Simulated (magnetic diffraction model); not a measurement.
## Magnetic neutron pattern of La2Ce3Ge3

Space group P6_3/mcm (no. 193), a = 8.8600 Å, c = 6.7290 Å.

| site | atom | x | y | z |
| --- | --- | --- | --- | --- |
| 6g | Ce | 0.7450 | 0.7450 | 1/4 |
| 4d | La | 1/3 | 2/3 | 1/2 |
| 6g | Ge | 0.3859 | 0.3859 | 1/4 |

This is a made-up structure (elements placed in a structure type, unrelaxed), so the numbers test the method and describe no known phase.

Only Ce is taken to order (form factors of Ce3+); orders and moment sizes are assumed, and not adapted to the symmetry. Radiation: neutrons of λ = 1.8 Å, 3° to 60°; isotropic B of 0.37 Å² (Ce), 0.35 Å² (La) and 0.41 Å² (Ge). Simulated constant-wavelength pattern: nuclear and magnetic terms add, the magnetic one as |2.695 fm × Σ f S⊥ exp(2πi Q·r) exp(−B s²)|², summed over all Q at one angle with the factor 1/(sin²θ cos θ). For a modulated order the moment at position r is S exp(−2πi k·r) + c.c., with S = m/2 for a sine wave of amplitude m and S = m(u + iv)/2 for moments turning in a plane, u and v being orthogonal unit vectors in it; the phase factor of the sum at Q = H + k is then exp(2πi H·r). Free-ion form factors, Sears's scattering lengths of 1992, no absorption; a label names one of the reflections at its angle. The strongest nuclear line in the range is 100, and lines under 0.2 are left out.

Assume the order k = (0 0 1/3), moments turning in the plane of [001] and [010], 1.53 μB on Ce; signs + at (0.7450, 0.7450, 1/4), − at (0, 0.2550, 1/4), + at (0.2550, 0, 1/4), + at (0.2550, 0.2550, 3/4), − at (0, 0.7450, 3/4), + at (0.7450, 0, 3/4).

Q: Where does magnetic intensity appear, and how strong is it?

```tsv
2θ (°)	index	nuclear	magnetic
5.11	(0 0 1/3)	0.0	3.6
13.47	(1 0 0)	22.8	0.0
14.42	(1 0 1/3)	0.0	4.0
16.95	(0 1 2/3)	0.0	5.8
24.01	(1 1 1/3)	0.0	1.3
24.65	(0 1 4/3)	0.0	2.5
25.64	(1 -2 2/3)	0.0	1.0
27.14	(2 0 0)	0.7	0.0
27.63	(2 0 1/3)	0.0	4.5
28.16	(1 1 1)	13.7	0.0
29.18	(1 0 5/3)	0.0	0.7
31.03	(0 0 2)	12.2	0.0
31.37	(1 -2 4/3)	0.0	0.6
33.97	(1 0 2)	9.1	0.0
35.11	(1 1 5/3)	0.0	0.5
36.16	(2 1 0)	19.2	0.0
36.54	(2 1 1/3)	0.0	1.1
37.67	(1 2 2/3)	0.0	1.4
37.76	(2 0 5/3)	0.0	1.8
38.95	(1 0 7/3)	0.0	0.3
39.26	(1 1 2)	100.0	0.0
39.50	(2 1 1)	65.6	0.0
41.20	(3 0 0)	65.8	0.0
41.55	(3 0 1/3)	0.0	0.3
41.68	(2 0 2)	15.9	0.0
41.95	(1 2 4/3)	0.0	1.0
42.57	(0 3 2/3)	0.0	0.8
43.73	(1 1 7/3)	0.0	0.3
44.10	(0 1 8/3)	0.0	0.6
44.93	(2 1 5/3)	0.0	0.6
45.96	(2 0 7/3)	0.0	1.0
46.47	(0 3 4/3)	0.0	0.6
47.95	(2 2 0)	1.2	0.0
48.25	(2 2 1/3)	0.0	0.8
48.37	(2 1 2)	1.3	0.0
48.47	(1 -2 8/3)	0.0	0.2
49.23	(3 0 5/3)	0.0	0.2
50.04	(3 1 0)	9.6	0.0
50.33	(3 1 1/3)	0.0	0.5
50.65	(2 2 1)	9.5	0.0
51.22	(3 1 2/3)	0.0	1.4
52.22	(2 1 7/3)	0.0	0.4
52.47	(3 0 2)	2.2	0.0
52.66	(3 1 1)	24.6	0.0
53.45	(1 1 3)	4.2	0.0
54.64	(3 1 4/3)	0.0	1.2
54.90	(0 1 10/3)	0.0	0.4
55.22	(2 2 5/3)	0.0	0.5
```
(The table stops after 48 lines; 3 more lie at higher angle.)

The strongest magnetic line in the range is (0 1 2/3) at 16.95° (5.8). On top of the Lorentz factor, which all lines share, magnetic lines fade with angle because f falls: for Ce3+ it is 0.96, 0.86, 0.71 and 0.43 at sin θ/λ = 0.1, 0.2, 0.3 and 0.5 Å⁻¹, while nuclear lengths stay constant. The order has no net moment.

[Logs are printed without paths, hosts, clocks, repeated set-up lines and the standing remarks that a program may print on its own settings, such as how far it seeks lower states.]
